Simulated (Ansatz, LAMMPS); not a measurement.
**What do other settings change for Li+ BF4- in propylene carbonate and diglyme and vinylene carbonate at 300 K (137 atoms)?**

Density of this cell: 1.21 g/cm³. The cell holds 137 atoms: 35 C, 24 O, 60 H, 3 B, 12 F and 3 Li. Its edges and angles: a = 11.617 Å, b = 11.617 Å, c = 11.617 Å, α = 90.0°, β = 90.0°, γ = 90.0°. 2 propylene carbonate, 3 diglyme, 3 vinylene carbonate, 3 Li+, 3 BF4- placed at random, at 1.21 g/cm³; overlaps pushed apart, then 10 ps at 550 K with stiff harmonic cages for PF6 and BF4 with UFF radii; Joung-Cheatham ions (J. Phys. Chem. B 112, 9020 (2008)); MMFF94 bonds, angles, torsions, charges and radii (Halgren, J. Comput. Chem. 17, 490 (1996)) in harmonic and 12-6 forms; charges of ions scaled by 0.8. Snapshot after 30 ps at 300 K and fixed volume.

Geometry: as built.

Reference run: Kohn-Sham DFT, PBE+D4, PAW (set soft_2), plane waves (Ansatz 0.2.0), cutoff 750 eV, Γ point, fermi-dirac smearing of 0.025 eV.

- r.m.s. force component: 0.9658 eV/Å
- gap (highest filled to lowest empty level): 4.103 eV
- SCF cycles: 11
- time: 12 s on 8 threads of Intel Xeon Platinum 8488C (Sapphire Rapids), shared host

Q: Estimate how much each variant changes the results, and its time and memory.
- support functions medium
- support functions low
- support functions high
- support functions medium, radius 3.39 Å
- support functions medium, radius 3.67 Å
- support functions medium, radius 3.92 Å
- support functions medium, radius 4.2 Å
- support functions medium, radius 4.72 Å
- support functions medium, radius 5.25 Å

Differences are against the run with plane waves at 750 eV (Kohn-Sham DFT, PBE+D4, PAW (set soft_2), plane waves), whose r.m.s. force component is 0.966 eV/Å. Energies are set beside the reference only for runs with its functional, potentials and electron count. Times are for 8 threads of Intel Xeon Platinum 8488C (Sapphire Rapids), shared host.

```
                                    run  Δ force, r.m.s. (meV/Å)  share of r.m.s. force (%)  Δ energy (meV/atom)  Δ gap (eV)  cycles     time  host memory (GiB)
                              reference                        -                          -                    -           -      11     12 s                4.2
               support functions medium                    0.745                     0.0771               -0.683     -2.0e-4      16     64 s                5.0
                  support functions low                    0.754                     0.0781               -0.682     -3.0e-4      14     57 s                4.7
                 support functions high                    0.607                     0.0629               -0.745     -2.0e-4      21  5.2 min                 12
support functions medium, radius 3.39 Å                    0.721                     0.0747               -0.683     -3.0e-4      16     68 s                4.8
support functions medium, radius 3.67 Å                    0.735                     0.0761               -0.683     -1.0e-4      16     79 s                5.2
support functions medium, radius 3.92 Å                    0.703                     0.0728               -0.683      1.0e-4      16     99 s                5.7
 support functions medium, radius 4.2 Å                    0.677                     0.0701               -0.683      2.0e-4      16    2 min                6.3
support functions medium, radius 4.72 Å                    0.664                     0.0688               -0.683      4.0e-4      16  2.7 min                7.8
support functions medium, radius 5.25 Å                    0.655                     0.0679               -0.683      4.0e-4      16  3.8 min                9.9
```

Among numerical settings the force difference runs from 0.61 meV/Å (support functions high) to 0.75 meV/Å (support functions low). At 137 atoms the fastest of the runs at a preset level, support functions low, takes 4.9 times the time of plane waves, in 14 SCF cycles against 11. Differences between support functions and plane waves include what basis error the plane-wave run still has. As the radius goes from 3.39 to 5.25 Å, the force difference goes from 0.72 to 0.66 meV/Å (not steadily; the least is 0.66 at 5.25 Å), and the time from 68 s to 3.8 min. 

[Logs are printed without paths, hosts, clocks, repeated set-up lines and the standing remarks that a program may print on its own settings, such as how far it seeks lower states.]

[Hosts, paths, dates, database ids (printed as entryN), source tags and the programs' standing remarks are cut or masked in the printed files.]

[The MMFF94 radii named for the starting cell were scaled by 0.96; in molecules described by MMFF94, hydrogen bound to N, O or S took a small fixed 12-6 site in their place.]
